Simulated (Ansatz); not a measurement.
## Au wire along [110], 37 atoms a period: bands along the axis

Wanted: the relaxed geometry and the bands of the Au wire along [110], 37 atoms a period.

Method: DFT PBE, plane waves, PAW; relaxation of a wire's period; PAW set soft_1, in the first sound run; inputs show where later runs differ, in Ansatz 0.2.0.

### 1. Starting point

The cell holds 37 atoms: 37 Au. Its edges and angles: a = 23.440 Å, b = 21.508 Å, c = 2.942 Å, α = 90.0°, β = 90.0°, γ = 90.0°. Vacuum lies along a and b. The structure's axis is c.

### 2. The relaxed wire

Band widths follow the bond lengths, so the wire is relaxed first. The atoms and the third cell vector are free; the box across stays fixed as vacuum. A Fermi-Dirac smearing is set since the result may be a metal. The pressure printed is a third of the stress's trace over the whole box, vacuum included; only the stress along the axis is relaxed.

Input file input.yaml:

```yaml
crystal:
  lattice:
    - [23.44, 0.0, 0.0]
    - [0.0, 21.508, 0.0]
    - [0.0, 0.0, 2.9415642097]
  atoms:
    - { symbol: Au, position: [0.145051195, 0.49999584, 0.0] }
    - { symbol: Au, position: [0.322525597, 0.63676189, 0.0] }
    - { symbol: Au, position: [0.322525597, 0.49999584, 0.0] }
    - { symbol: Au, position: [0.322525597, 0.77352794, 0.0] }
    - { symbol: Au, position: [0.5, 0.63676189, 0.0] }
    - { symbol: Au, position: [0.5, 0.49999584, 0.0] }
    - { symbol: Au, position: [0.5, 0.77352794, 0.0] }
    - { symbol: Au, position: [0.677474403, 0.63676189, 0.0] }
    - { symbol: Au, position: [0.677474403, 0.49999584, 0.0] }
    - { symbol: Au, position: [0.677474403, 0.77352794, 0.0] }
    - { symbol: Au, position: [0.854948805, 0.49999584, 0.0] }
    - { symbol: Au, position: [0.233788396, 0.294846764, 0.5] }
    - { symbol: Au, position: [0.233788396, 0.431612815, 0.5] }
    - { symbol: Au, position: [0.233788396, 0.568378865, 0.5] }
    - { symbol: Au, position: [0.233788396, 0.705144915, 0.5] }
    - { symbol: Au, position: [0.411262799, 0.158080714, 0.5] }
    - { symbol: Au, position: [0.411262799, 0.294846764, 0.5] }
    - { symbol: Au, position: [0.411262799, 0.431612815, 0.5] }
    - { symbol: Au, position: [0.411262799, 0.568378865, 0.5] }
    - { symbol: Au, position: [0.411262799, 0.705144915, 0.5] }
    - { symbol: Au, position: [0.411262799, 0.841910966, 0.5] }
    - { symbol: Au, position: [0.588737201, 0.158080714, 0.5] }
    - { symbol: Au, position: [0.588737201, 0.294846764, 0.5] }
    - { symbol: Au, position: [0.588737201, 0.431612815, 0.5] }
    - { symbol: Au, position: [0.588737201, 0.568378865, 0.5] }
    - { symbol: Au, position: [0.588737201, 0.705144915, 0.5] }
    - { symbol: Au, position: [0.588737201, 0.841910966, 0.5] }
    - { symbol: Au, position: [0.766211604, 0.294846764, 0.5] }
    - { symbol: Au, position: [0.766211604, 0.431612815, 0.5] }
    - { symbol: Au, position: [0.766211604, 0.568378865, 0.5] }
    - { symbol: Au, position: [0.766211604, 0.705144915, 0.5] }
    - { symbol: Au, position: [0.322525597, 0.36322979, 0.0] }
    - { symbol: Au, position: [0.322525597, 0.226463739, 0.0] }
    - { symbol: Au, position: [0.5, 0.36322979, 0.0] }
    - { symbol: Au, position: [0.5, 0.226463739, 0.0] }
    - { symbol: Au, position: [0.677474403, 0.36322979, 0.0] }
    - { symbol: Au, position: [0.677474403, 0.226463739, 0.0] }
kpoints:
  mp_grid: { grid: [1, 1, 28] }
scf:
  occupations: { method: fermi_dirac, width: 0.05 }
hamiltonian:
  xc: pbe
  pseudopotentials: { kind: paw, azcp: { folder: soft_1 } }
relax:
  cell: { fix: [a, b, alpha, beta, gamma] }
  max_steps: 45
  f_tol: 0.03
```

Launch:

```
$ ansatz run input.yaml --threads 16 --pin off --max-ram 61440MiB --backend cuda --events-out ev --progress --plain --runs-dir out --max-vram 78GiB
```

Numbers of over 12 decimals in the logs are rounded to 6 here.

The program printed:

```text
Engine: ansatz 0.2.0, aarch64-unknown-linux-gnu
Pseudopotentials: kind: paw
Pseudopotential: Au, paw, valence charge 19, recommended cutoff 420 eV (normal), soft_1/Au.paw.azcp
Functional definition: PBE
  parameter kappa = 0.804
  parameter beta = 0.066725
  exchange = pbe_x(kappa = kappa, mu = beta*pi^2/3)
  correlation = pbe_c(beta = beta)
[...]
Crystal: 37 atoms, lattice volume = 1482.982 Å³
Basis set: ecut = 420 eV, 28789 PW (Γ), exchange–correlation on 320×288×40 points (8 copies of the dense FFT grid, shifted against one another)
Bands: 422, of which v1, the nominal top of the filled ones, is band 352 counted from 1 (351 counted from 0)
Symmetry: 8 space group operations
Space group: Pmmm (ITA 47), of the structure as read, at distance tolerance 1.1e-4 Å
k-points: 15 of 28
Non-local potential: Au, projectors of the file, l = 0: 3, l = 1: 2, l = 2: 2, l = 3: 1
PAW form: soft (Blöchl's): semilocal exchange-correlation on the pseudo side does not see the compensation charge
PAW one-centre angular grid: Au, 590 points (default); XC on 64 Gauss nodes
Initial density: superposition of atomic densities (neutral atoms: chi_scale 0, normalization atom)
Initial wavefunctions: pseudopotential atomic-orbital guess
[...]
Functional: x = pbe(κ = 0.804, μ = 0.219515), c = pbe(β = 0.066725)
SCF iter   1: F=—  HF=-486593.727206 eV  |F-HF|=—  |Δ(HF+E_count)|=         —  Δρ=4.12e-2  dr2=3.45e1  ethr=3.10e-3  ⟨swp⟩=6.2  Hψ=24050  notcnv=0  defer=276
preconditioner: auto → LDOS  [metal: Δε(μ)=0.022 eV  Ē_g=7.983 eV  σ=0.050 eV  W_gap=0.11  n_scr=334 (ndim 8)  ℏωp=19.5 eV  f_vac=0.497  D(μ)=12.73/eV (n_scr^D=64)  β→1.0]
SCF iter   2: F=—  HF=-486594.769221 eV  |F-HF|=—  |Δ(HF+E_count)|=    1.04e0  Δρ=4.41e-2  dr2=2.97e1  ethr=3.10e-3  ⟨swp⟩=3.0  Hψ=14482  notcnv=0  defer=809
[...]
SCF iter  10: F=-486585.472636 eV  HF=-486585.472636 eV  |F-HF|=2.79e-9  |Δ(HF+E_count)|=   1.79e-7  Δρ=1.53e-6  dr2=4.98e-8  ethr=1.42e-11  ⟨swp⟩=5.0  Hψ=21972  notcnv=0
SCF 1 converged in 10 iterations: F = -486585.472636 eV  dr2 = 4.98e-8
  greatest PAW one-centre occupation: 1.000 electrons in one spin orbital (limit 2), on the Au atom at site 5 (counted from 0), in its partial waves of l = 0
relax step   1: F+E_penalty+E_count = -486585.47263617 eV  Δ(F+E_penalty+E_count) = +0.000e0 eV  max|allowed force component| = 6.563e-1 eV/Å  Δτ_max = 0.0000 Å  P = -1.846 GPa  Ω = 1482.982 Å³  fix = [a, b, alpha, beta, gamma]  reactions: a -1.381, b -1.295 GPa  (10 SCF iters, dr2 threshold 1.00e-7 eV, accepted)
[...]
Crystal: 37 atoms, lattice volume = 1412.139 Å³
Basis set: ecut = 420 eV, 27693 PW (Γ), exchange–correlation on 320×288×40 points (8 copies of the dense FFT grid, shifted against one another)
[...]
preconditioner: auto → LDOS  [metal: Δε(μ)=0.049 eV  Ē_g=8.875 eV  σ=0.050 eV  W_gap=0.23  n_scr=308 (ndim 8)  ℏωp=19.9 eV  f_vac=0.504  D(μ)=11.73/eV (n_scr^D=64)  β→1.0]
[...]
SCF 2 converged in 7 iterations: F = -486585.962611 eV  dr2 = 8.20e-7
  greatest PAW one-centre occupation: 1.000 electrons in one spin orbital (limit 2), on the Au atom at site 34 (counted from 0), in its partial waves of l = 0
relax step   2: F+E_penalty+E_count = -486585.96261135 eV  Δ(F+E_penalty+E_count) = -4.900e-1 eV  max|allowed force component| = 4.288e-1 eV/Å  Δτ_max = 0.1934 Å  P = +2.765 GPa  Ω = 1412.139 Å³  energy of the carried Pulay correction = +1.093e-2 eV  fix = [a, b, alpha, beta, gamma]  reactions: a +2.795, b +2.512 GPa  (7 SCF iters, dr2 threshold 3.70e-6 eV, accepted)
[...]
Crystal: 37 atoms, lattice volume = 1435.120 Å³
[...]
SCF 3 converged in 7 iterations: F = -486586.544616 eV  dr2 = 9.18e-7
relax step   3: F+E_penalty+E_count = -486586.54461590 eV  Δ(F+E_penalty+E_count) = -5.820e-1 eV  max|allowed force component| = 8.009e-2 eV/Å  Δτ_max = 0.1620 Å  P = -0.175 GPa  Ω = 1435.120 Å³  energy of the carried Pulay correction = +7.286e-3 eV  fix = [a, b, alpha, beta, gamma]  reactions: a -0.020, b -0.010 GPa  (7 SCF iters, dr2 threshold 3.70e-6 eV, accepted)
[...]
Crystal: 37 atoms, lattice volume = 1425.022 Å³
[...]
SCF 4 converged in 7 iterations: F = -486586.631861 eV  dr2 = 4.55e-7
relax step   4: F+E_penalty+E_count = -486586.63186106 eV  Δ(F+E_penalty+E_count) = -8.725e-2 eV  max|allowed force component| = 4.664e-2 eV/Å  Δτ_max = 0.2000 Å  P = -0.017 GPa  Ω = 1425.022 Å³  energy of the carried Pulay correction = +8.875e-3 eV  fix = [a, b, alpha, beta, gamma]  reactions: a -0.040, b +0.119 GPa  (7 SCF iters, dr2 threshold 6.09e-7 eV, accepted)
[...]
relax step   6: F+E_penalty+E_count = -486586.66170967 eV  Δ(F+E_penalty+E_count) = -1.134e-2 eV  max|allowed force component| = 4.202e-2 eV/Å  Δτ_max = 0.0749 Å  P = +0.019 GPa  Ω = 1419.696 Å³  energy of the carried Pulay correction = +9.721e-3 eV  fix = [a, b, alpha, beta, gamma]  reactions: a -0.038, b +0.026 GPa  (8 SCF iters, dr2 threshold 8.29e-8 eV, accepted)
[...]
relax step   8: F+E_penalty+E_count = -486586.70280064 eV  Δ(F+E_penalty+E_count) = -2.850e-2 eV  max|allowed force component| = 6.725e-2 eV/Å  Δτ_max = 0.1948 Å  P = +0.017 GPa  Ω = 1417.620 Å³  energy of the carried Pulay correction = +1.005e-2 eV  fix = [a, b, alpha, beta, gamma]  reactions: a -0.013, b +0.053 GPa  (8 SCF iters, dr2 threshold 6.36e-8 eV, accepted)
[...]
relax step  10: F+E_penalty+E_count = -486586.82484949 eV  Δ(F+E_penalty+E_count) = -7.218e-2 eV  max|allowed force component| = 1.595e-1 eV/Å  Δτ_max = 0.1970 Å  P = -0.059 GPa  Ω = 1415.653 Å³  energy of the carried Pulay correction = +1.037e-2 eV  fix = [a, b, alpha, beta, gamma]  reactions: a -0.143, b +0.028 GPa  (8 SCF iters, dr2 threshold 8.02e-7 eV, accepted)
[...]
relax step  12: F+E_penalty+E_count = -486586.91188064 eV  Δ(F+E_penalty+E_count) = -2.913e-2 eV  max|allowed force component| = 2.757e-1 eV/Å  Δτ_max = 0.1946 Å  P = -0.026 GPa  Ω = 1416.538 Å³  energy of the carried Pulay correction = +1.022e-2 eV  fix = [a, b, alpha, beta, gamma]  reactions: a +0.010, b +0.056 GPa  (7 SCF iters, dr2 threshold 1.88e-6 eV, accepted)
[...]
relax step  14: F+E_penalty+E_count = -486586.92313359 eV  Δ(F+E_penalty+E_count) = +2.473e-2 eV  max|allowed force component| = 1.635e-1 eV/Å  Δτ_max = 0.0577 Å  P = -0.054 GPa  Ω = 1416.844 Å³  energy of the carried Pulay correction = +1.018e-2 eV  fix = [a, b, alpha, beta, gamma]  (10 SCF iters, rejected (line search))
[...]
relax step  16: F+E_penalty+E_count = -486586.93712080 eV  Δ(F+E_penalty+E_count) = +1.091e-2 eV  max|allowed force component| = 1.358e-2 eV/Å  Δτ_max = 0.0000 Å  P = +0.007 GPa  Ω = 1415.655 Å³  fix = [a, b, alpha, beta, gamma]  reactions: a +0.017, b -0.001 GPa  stress off target by 4.29e-3 GPa on what of the cell is left free  SCF on the basis re-selected at this cell (its energy is not comparable with the rows above)  (7 SCF iters)
[...]
--- Relaxed structure (15 steps of the walk, 14 accepted, 1 SCFs on fresh bases) ---
  F+E_penalty+E_count = -486586.93712080 eV   max|allowed force component| = 1.358e-2 eV/Å   (the final SCF, on the basis selected at the relaxed cell)
  cell:  # Å, volume = 1415.6552 Å³
    - [23.44, 0, 0]
    - [0, 21.508, 0]
    - [0, 0, 2.808018]
  atoms:
    - { symbol: Au, position: [0.193812, 0.5, 0] }
    - { symbol: Au, position: [0.324940, 0.646205, 0.0] }
    - { symbol: Au, position: [0.315394, 0.5, 0] }
    - { symbol: Au, position: [0.300535, 0.832843, 0] }
    - { symbol: Au, position: [0.5, 0.631413, 0.0] }
    - { symbol: Au, position: [0.5, 0.5, 0] }
    - { symbol: Au, position: [0.5, 0.790504, 0.0] }
    - { symbol: Au, position: [0.675060, 0.646205, 0] }
    - { symbol: Au, position: [0.684606, 0.5, 0] }
    - { symbol: Au, position: [0.699465, 0.832843, 0] }
    - { symbol: Au, position: [0.806188, 0.5, 0] }
    - { symbol: Au, position: [0.252495, 0.266642, 0.5] }
    - { symbol: Au, position: [0.222978, 0.392302, 0.5] }
    - { symbol: Au, position: [0.222978, 0.607698, 0.5] }
    - { symbol: Au, position: [0.252495, 0.733358, 0.5] }
    - { symbol: Au, position: [0.403117, 0.162821, 0.5] }
    - { symbol: Au, position: [0.417932, 0.293281, 0.5] }
    - { symbol: Au, position: [0.406153, 0.432346, 0.5] }
    - { symbol: Au, position: [0.406153, 0.567654, 0.5] }
    - { symbol: Au, position: [0.417932, 0.706719, 0.5] }
    - { symbol: Au, position: [0.403117, 0.837179, 0.5] }
    - { symbol: Au, position: [0.596883, 0.162821, 0.5] }
    - { symbol: Au, position: [0.582068, 0.293281, 0.5] }
    - { symbol: Au, position: [0.593847, 0.432346, 0.5] }
    - { symbol: Au, position: [0.593847, 0.567654, 0.5] }
    - { symbol: Au, position: [0.582068, 0.706719, 0.5] }
    - { symbol: Au, position: [0.596883, 0.837179, 0.5] }
    - { symbol: Au, position: [0.747505, 0.266642, 0.5] }
    - { symbol: Au, position: [0.777022, 0.392302, 0.5] }
    - { symbol: Au, position: [0.777022, 0.607698, 0.5] }
    - { symbol: Au, position: [0.747505, 0.733358, 0.5] }
    - { symbol: Au, position: [0.324940, 0.353795, 0] }
    - { symbol: Au, position: [0.300535, 0.167157, 0] }
    - { symbol: Au, position: [0.5, 0.368587, 0] }
    - { symbol: Au, position: [0.5, 0.209496, 0] }
    - { symbol: Au, position: [0.675060, 0.353795, 0] }
    - { symbol: Au, position: [0.699465, 0.167157, 0] }
```

Elapsed: 53 s, on 1 × NVIDIA GB200 with 16 threads of Arm Neoverse V2, shared host; peak memory 1.8 GiB.

The steps of the relaxation:

```csv
step,energy less that of the first step (eV),largest force component (eV/Å),pressure (GPa),volume (Å³)
1,0.0000,0.6563,-1.85,1482.98
2,-0.4900,0.4288,2.76,1412.14
3,-1.0720,0.0801,-0.17,1435.12
4,-1.1592,0.0466,-0.02,1425.02
5,-1.1777,0.0364,0.02,1421.81
6,-1.1891,0.0420,0.02,1419.70
7,-1.2017,0.0319,0.03,1418.77
8,-1.2302,0.0672,0.02,1417.62
9,-1.2800,0.1133,0.00,1416.22
10,-1.3522,0.1595,-0.06,1415.65
11,-1.4101,0.1735,0.20,1415.81
12,-1.4392,0.2757,-0.03,1416.54
13,-1.4752,0.0108,0.01,1415.58
14,-1.4505,0.1635,-0.05,1416.84
15,-1.4754,0.0136,0.01,1415.66
16,-1.4645,0.0136,0.01,1415.66
```

The log counts 1 steps on a newly chosen plane-wave basis, not all of them marked here; energy and pressure can jump at such steps. Relaxation step 14 was tried and not accepted.

Forces are held to the 8 operations that the run works with; a distortion that breaks them can't arise in this run.

```
cell as run  before  after  change
      c (Å)   2.942  2.808  -4.5 %
```

The atoms that moved most (Å, along periodic axes as changes of fractional coordinates times the final cell, across vacuum about the mean position):

| atom | dx | dy | dz | length |
| --- | --- | --- | --- | --- |
| Au10 | 0.515 | 1.276 | 0.000 | 1.376 |
| Au4 | -0.515 | 1.276 | 0.000 | 1.376 |
| Au37 | 0.515 | -1.276 | 0.000 | 1.376 |
| Au33 | -0.515 | -1.276 | 0.000 | 1.376 |
| Au11 | -1.143 | 0.000 | 0.000 | 1.143 |
| Au1 | 1.143 | 0.000 | 0.000 | 1.143 |
| Au29 | 0.253 | -0.846 | 0.000 | 0.883 |
| Au13 | -0.253 | -0.846 | 0.000 | 0.883 |

This step gave:

| Property | Result |
| --- | --- |
| energy at zero smearing | -486586.8912 eV |
| cell length along the wire | 2.808 Å |

The cell's length comes to 2.808 Å with spin left out. 24 contacts a cell pass between under 1.1 and over 1.27 times the sum of covalent radii, so the wire has rearranged from the shape that names it.

### 3. Bands of the perfect wire

This step: DFT PBE, plane waves, PAW; bands of a perfect wire; PAW set soft_1 (Ansatz 0.2.0).

At the relaxed period the bands are computed along the axis; those that cross an energy going forward count the channels that a perfect wire would open there.

Input file input.yaml:

```yaml
crystal:
  lattice:
    - [23.44, 0.0, 0.0]
    - [0.0, 21.508, 0.0]
    - [0.0, 0.0, 2.808017752]
  atoms:
    - { symbol: Au, position: [0.193811765, 0.5, 0.0] }
    - { symbol: Au, position: [0.324939903, 0.646204843, 0.0] }
    - { symbol: Au, position: [0.315394128, 0.5, 0.0] }
    - { symbol: Au, position: [0.300534793, 0.832843291, 0.0] }
    - { symbol: Au, position: [0.5, 0.631413246, 0.0] }
    - { symbol: Au, position: [0.5, 0.5, 0.0] }
    - { symbol: Au, position: [0.5, 0.790504003, 0.0] }
    - { symbol: Au, position: [0.675060097, 0.646204843, 0.0] }
    - { symbol: Au, position: [0.684605872, 0.5, 0.0] }
    - { symbol: Au, position: [0.699465207, 0.832843291, 0.0] }
    - { symbol: Au, position: [0.806188235, 0.5, 0.0] }
    - { symbol: Au, position: [0.252494558, 0.266641754, 0.5] }
    - { symbol: Au, position: [0.222978124, 0.392301902, 0.5] }
    - { symbol: Au, position: [0.222978124, 0.607698098, 0.5] }
    - { symbol: Au, position: [0.252494558, 0.733358246, 0.5] }
    - { symbol: Au, position: [0.403117097, 0.162821264, 0.5] }
    - { symbol: Au, position: [0.41793225, 0.293281474, 0.5] }
    - { symbol: Au, position: [0.406153229, 0.43234633, 0.5] }
    - { symbol: Au, position: [0.406153229, 0.56765367, 0.5] }
    - { symbol: Au, position: [0.41793225, 0.706718526, 0.5] }
    - { symbol: Au, position: [0.403117097, 0.837178736, 0.5] }
    - { symbol: Au, position: [0.596882903, 0.162821264, 0.5] }
    - { symbol: Au, position: [0.58206775, 0.293281474, 0.5] }
    - { symbol: Au, position: [0.593846771, 0.43234633, 0.5] }
    - { symbol: Au, position: [0.593846771, 0.56765367, 0.5] }
    - { symbol: Au, position: [0.58206775, 0.706718526, 0.5] }
    - { symbol: Au, position: [0.596882903, 0.837178736, 0.5] }
    - { symbol: Au, position: [0.747505442, 0.266641754, 0.5] }
    - { symbol: Au, position: [0.777021876, 0.392301902, 0.5] }
    - { symbol: Au, position: [0.777021876, 0.607698098, 0.5] }
    - { symbol: Au, position: [0.747505442, 0.733358246, 0.5] }
    - { symbol: Au, position: [0.324939903, 0.353795157, 0.0] }
    - { symbol: Au, position: [0.300534793, 0.167156709, 0.0] }
    - { symbol: Au, position: [0.5, 0.368586754, 0.0] }
    - { symbol: Au, position: [0.5, 0.209495997, 0.0] }
    - { symbol: Au, position: [0.675060097, 0.353795157, 0.0] }
    - { symbol: Au, position: [0.699465207, 0.167156709, 0.0] }
kpoints:
  mp_grid: { grid: [1, 1, 29] }
  band_path: { path: ["Γ", Z], npoints: 90 }
scf:
  occupations: { method: fermi_dirac, width: 0.05 }
hamiltonian:
  xc: pbe
  pseudopotentials: { kind: paw, azcp: { folder: soft_1 } }
output:
  dos: { e_range: [-5, 4] }
  write_potential: true
  write_density: true
  volumetric_format: npy
```

The program printed:

```text
[...]
Crystal: 37 atoms, lattice volume = 1415.655 Å³
Basis set: ecut = 420 eV, 27741 PW (Γ)
Bands: 422, of which v1, the nominal top of the filled ones, is band 352 counted from 1 (351 counted from 0)
[... 1 set-up line as in the run before ...]
[...]
k-points: 15 of 29
[...]
SCF iter   1: F=—  HF=-486595.695683 eV  |F-HF|=—  |Δ(HF+E_count)|=         —  Δρ=4.44e-2  dr2=3.62e1  ethr=3.10e-3  ⟨swp⟩=6.4  Hψ=24173  notcnv=0  defer=313
[...]
SCF iter   6: F=—  HF=-486586.927829 eV  |F-HF|=—  |Δ(HF+E_count)|=   7.97e-4  Δρ=1.62e-4  dr2=3.81e-4  ethr=3.29e-7  ⟨swp⟩=2.5  Hψ=9900  notcnv=0  defer=841
[...]
SCF iter   8: F=—  HF=-486586.932803 eV  |F-HF|=—  |Δ(HF+E_count)|=   1.59e-2  Δρ=1.30e-5  dr2=3.55e-6  ethr=4.29e-9  ⟨swp⟩=2.6  Hψ=10262  notcnv=0  defer=841
[...]
SCF iter  10: F=-486586.932804 eV  HF=-486586.932804 eV  |F-HF|=1.11e-8  |Δ(HF+E_count)|=   2.30e-7  Δρ=1.79e-6  dr2=5.86e-8  ethr=1.42e-11  ⟨swp⟩=14.3  Hψ=27939  notcnv=0
SCF 1 converged in 10 iterations: F = -486586.932804 eV  dr2 = 5.86e-8
[...]
NSCF: frozen V_eff on 91 k-points
[...]
SCF converged after 10 iterations
[...]
```

Wall time 23 s (1 × NVIDIA GB200 with 16 threads); peak memory 4.3 GiB; 4.5 min of CPU time.

The column dr2 measures how far the density is from self-consistency, as an energy; F and HF (Harris–Foulkes) agree once it is small.

Numbers from this step:

| Property | Result |
| --- | --- |
| energy at zero smearing | -486586.8851 eV |
| band gap | 0 eV |

The electronic bands at the labelled points (eV, zero at the Fermi level; # counts the bands kept):

| point | #57 | #58 | #59 | #60 | #61 | #62 | #63 | #64 |
| --- | --- | --- | --- | --- | --- | --- | --- | --- |
| Γ | -1.39 | -1.38 | -1.37 | -1.30 | -1.25 | -1.21 | -1.18 | -1.07 |
| halfway | -0.87 | -0.78 | -0.45 | -0.04 | 0.07 | 0.13 | 0.19 | 0.56 |
| Z | 1.34 | 1.40 | 1.53 | 1.57 | 1.60 | 1.61 | 1.89 | 1.91 |

Between Γ and Z the bands cross the Fermi level 28 times, so a perfect wire would conduct at least 28 G₀, with spin left out.

### 4. Outcome

| Property | Result |
| --- | --- |
| cell length, PBE | 2.808 Å |
| ballistic conductance by band crossings, a lower bound, PBE | 28 G₀ |

What this shows: Under PBE the cell's length is 2.81 Å, and the bands cross the Fermi level 28 times between Γ and Z, which gives a perfect wire at least 28 G₀ (opposite crossings within one step of the path cancel in such a count). Spin-orbit coupling is left out, which matters for the bands of heavy atoms.

[Logs are printed without paths, hosts, clocks, repeated set-up lines and the standing remarks that a program may print on its own settings, such as how far it seeks lower states.]

[Hosts, paths, dates, database ids (printed as entryN), source tags and the programs' standing remarks are cut or masked in the printed files.]
